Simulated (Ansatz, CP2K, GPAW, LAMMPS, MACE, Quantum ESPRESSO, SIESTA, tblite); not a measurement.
# Amorphous 29Ga2O3-71GeO2 (mol %) (86 atoms), the geometry as built

86 atoms (14 Fe, 17 Ge, 55 O) placed at random at 3.54 g/cm³, melted at 5000 K for 10 ps at fixed volume with the Morse and Coulomb pair potential with partial charges (Pedone, Malavasi, Menziani, Cormack and Segre, J. Phys. Chem. B 110, 11780 (2006)). Quenched from 5000 K to 300 K at 100 K/ps and fixed volume, held 5 ps, then minimised at fixed cell. Then Fe was replaced by Ga and the cell scaled by 1.006 (the potential has no terms for the new elements, so the cell is a start for a DFT relaxation).

Geometry: the geometry as built. Computed with SIESTA 5.4.2: Kohn-Sham DFT, PBE, PseudoDojo 0.4.1 norm-conserving pseudopotentials (converted to PSML), numerical atomic orbitals (DZP), diagonalisation; shift 0.01 Ry; mesh 500 Ry; levels smeared at 580 K; far from plane-wave PBE on this cell, through basis, grid or potentials; Γ point; density 3.71 g/cm³.

Cell vectors (Å):

```
11.142 0.000 0.000
0.000 11.142 0.000
0.000 0.000 11.142
```

Positions (Å):

```
1 Ga 9.002 3.279 6.398
2 Ga 8.914 10.572 9.692
3 Ga 9.956 6.596 2.277
4 Ga 10.732 2.377 8.827
5 Ga 5.110 2.273 2.528
6 Ga 0.761 10.753 9.601
7 Ga 10.235 1.299 0.956
8 Ga 10.487 10.251 3.635
9 Ga 5.336 0.852 8.841
10 Ga 9.968 7.043 5.569
11 Ga 10.715 9.822 6.616
12 Ga 2.737 10.875 6.965
13 Ga 8.103 1.572 3.791
14 Ga 8.194 5.017 4.542
15 Ge 3.805 9.317 9.695
16 Ge 7.725 0.048 7.022
17 Ge 0.662 5.080 10.702
18 Ge 10.476 7.445 9.012
19 Ge 5.146 10.156 1.559
20 Ge 2.695 2.869 9.582
21 Ge 1.568 5.964 4.045
22 Ge 8.138 4.866 9.362
23 Ge 8.301 9.777 1.899
24 Ge 5.792 2.674 5.750
25 Ge 3.633 8.746 4.220
26 Ge 0.654 1.736 5.579
27 Ge 8.005 3.902 1.551
28 Ge 1.633 3.025 2.555
29 Ge 5.411 6.606 8.242
30 Ge 3.195 4.535 6.630
31 Ge 6.758 8.195 5.603
32 O 8.558 5.243 2.588
33 O 11.008 0.228 5.178
34 O 5.738 1.489 7.027
35 O 2.172 1.344 6.257
36 O 4.294 3.514 5.720
37 O 2.177 4.164 10.653
38 O 7.973 7.123 4.923
39 O 8.728 2.302 1.736
40 O 1.516 1.570 9.392
41 O 2.007 5.235 5.577
42 O 1.003 10.386 7.705
43 O 9.488 5.206 6.026
44 O 4.044 10.538 8.400
45 O 6.430 3.612 2.178
46 O 8.533 10.588 0.406
47 O 10.337 8.892 4.953
48 O 1.791 4.749 2.856
49 O 8.576 10.893 3.260
50 O 8.574 3.499 8.329
51 O 2.176 9.621 10.084
52 O 4.735 9.889 11.035
53 O 3.993 9.614 2.743
54 O 10.250 0.859 10.019
55 O 6.133 1.864 4.241
56 O 0.640 6.508 9.639
57 O 2.990 9.711 5.497
58 O 6.427 7.499 7.155
59 O 2.535 7.405 3.946
60 O 4.517 7.832 9.137
61 O 4.246 5.758 7.292
62 O 11.008 6.401 3.942
63 O 5.238 8.242 4.777
64 O 6.975 3.964 5.749
65 O 10.884 3.912 9.809
66 O 4.221 2.075 9.691
67 O 9.352 8.432 2.194
68 O 8.189 1.377 6.048
69 O 0.519 2.550 1.320
70 O 7.267 9.823 6.059
71 O 8.997 3.158 4.333
72 O 6.643 9.338 1.915
73 O 10.932 5.742 0.901
74 O 0.920 2.505 4.078
75 O 10.520 7.829 7.309
76 O 5.556 0.657 1.721
77 O 6.516 5.488 8.994
78 O 10.915 10.986 1.980
79 O 7.147 0.039 8.729
80 O 9.125 6.334 9.220
81 O 10.261 9.069 9.666
82 O 10.802 2.404 6.876
83 O 3.249 2.442 2.432
84 O 2.646 3.703 8.039
85 O 9.312 10.668 7.627
86 O 8.091 4.350 11.033
```

Q: Give the force and the charge of every atom.

Columns: atom, q, fx, fy, fz (forces in eV/Å, q the Hirshfeld charge in e).

```
1 0.42 -0.709 -0.248 -0.145
2 0.49 -0.276 -0.965 -0.285
3 0.54 0.334 -0.137 -1.131
4 0.48 1.355 0.922 0.296
5 0.50 -0.197 -0.222 -0.026
6 0.51 1.271 -0.357 -0.811
7 0.47 0.538 0.070 1.754
8 0.48 0.012 1.262 -0.201
9 0.54 -0.691 0.686 -1.319
10 0.47 -0.564 -0.067 0.792
11 0.44 -0.024 0.143 -0.239
12 0.49 -0.500 -0.424 -0.989
13 0.50 -0.280 0.618 0.529
14 0.47 -0.668 -0.843 0.525
15 0.55 -0.217 -0.607 -0.267
16 0.49 -1.225 -0.012 -0.471
17 0.55 -0.558 -0.275 -0.558
18 0.54 -0.974 -1.229 0.800
19 0.54 -0.185 0.034 0.936
20 0.55 -0.258 0.041 -0.641
21 0.57 1.395 -0.722 0.284
22 0.54 0.762 1.213 -0.721
23 0.51 -0.757 -0.129 -0.746
24 0.51 0.519 0.608 1.094
25 0.55 1.252 0.373 0.891
26 0.52 1.027 -0.649 -0.612
27 0.53 -0.270 -0.822 -0.758
28 0.52 -0.072 -0.755 0.497
29 0.56 0.316 -0.005 -0.820
30 0.57 1.385 -0.360 0.542
31 0.55 -1.232 0.468 0.640
32 -0.23 0.634 2.166 1.416
33 -0.28 -1.616 -2.828 -0.426
34 -0.30 -0.082 -2.049 1.932
35 -0.32 2.677 -0.181 1.138
36 -0.29 -1.609 0.145 -1.625
37 -0.27 1.930 0.838 1.883
38 -0.27 2.012 -1.252 -1.135
39 -0.27 0.859 -2.162 0.301
40 -0.29 -2.422 -1.495 -0.479
41 -0.28 -1.229 -0.120 1.162
42 -0.29 -0.010 -0.132 0.337
43 -0.31 -0.408 0.448 -1.104
44 -0.25 0.886 1.741 -1.641
45 -0.33 -2.191 0.031 0.713
46 -0.30 0.556 1.955 -2.835
47 -0.29 0.331 0.209 0.612
48 -0.28 0.627 1.097 -1.750
49 -0.25 0.254 1.105 1.966
50 -0.29 0.909 -1.859 -0.810
51 -0.32 -2.722 -0.151 1.155
52 -0.27 1.072 0.441 -0.572
53 -0.28 -1.704 0.052 -0.359
54 -0.21 0.233 -0.595 0.427
55 -0.26 0.046 -1.558 -2.713
56 -0.29 2.594 0.654 -0.490
57 -0.34 -1.000 0.867 1.187
58 -0.31 1.021 0.219 1.101
59 -0.29 -0.125 0.357 -0.921
60 -0.28 -0.427 -0.451 0.858
61 -0.30 -0.344 0.860 -0.340
62 -0.24 -2.280 0.845 -0.037
63 -0.30 0.080 -0.874 -0.839
64 -0.30 1.994 2.031 0.656
65 -0.33 -2.118 -1.294 -1.037
66 -0.32 2.481 -0.762 0.884
67 -0.30 1.882 -2.145 0.779
68 -0.28 0.710 2.065 -1.956
69 -0.32 -0.893 -0.063 -1.656
70 -0.29 -0.145 -0.181 -1.381
71 -0.31 0.396 -0.274 0.505
72 -0.29 -0.580 -2.346 0.558
73 -0.33 -1.000 0.833 2.069
74 -0.29 -0.969 0.628 0.293
75 -0.26 0.274 0.812 -3.122
76 -0.33 0.633 2.513 -0.073
77 -0.29 -0.675 -0.959 0.981
78 -0.36 0.286 -0.285 -0.157
79 -0.25 -0.855 0.195 2.222
80 -0.31 -0.999 0.377 0.207
81 -0.28 0.084 2.506 1.146
82 -0.24 -2.100 1.559 1.830
83 -0.33 2.321 -0.800 -0.376
84 -0.30 -1.359 0.130 -0.512
85 -0.28 1.538 -0.537 1.697
86 -0.28 0.034 0.073 -0.508
```

The quench rate of 100 K/ps is many orders above laboratory rates, so the cell is likely richer in defects and strain than a real sample. The network of bonds at the start is that of the classical potential that made the cell, and needn't be the one that DFT or experiment would give. Only the Γ point is sampled, in a cell whose shortest periodic width is 11 Å.

The r.m.s. force component is 1.12 eV/Å; the longest force, 3.49 eV/Å, acts on O46.

[Logs are printed without paths, hosts, clocks, repeated set-up lines and the standing remarks that a program may print on its own settings, such as how far it seeks lower states.]

[Hosts, paths, dates, database ids (printed as entryN), source tags and the programs' standing remarks are cut or masked in the printed files.]
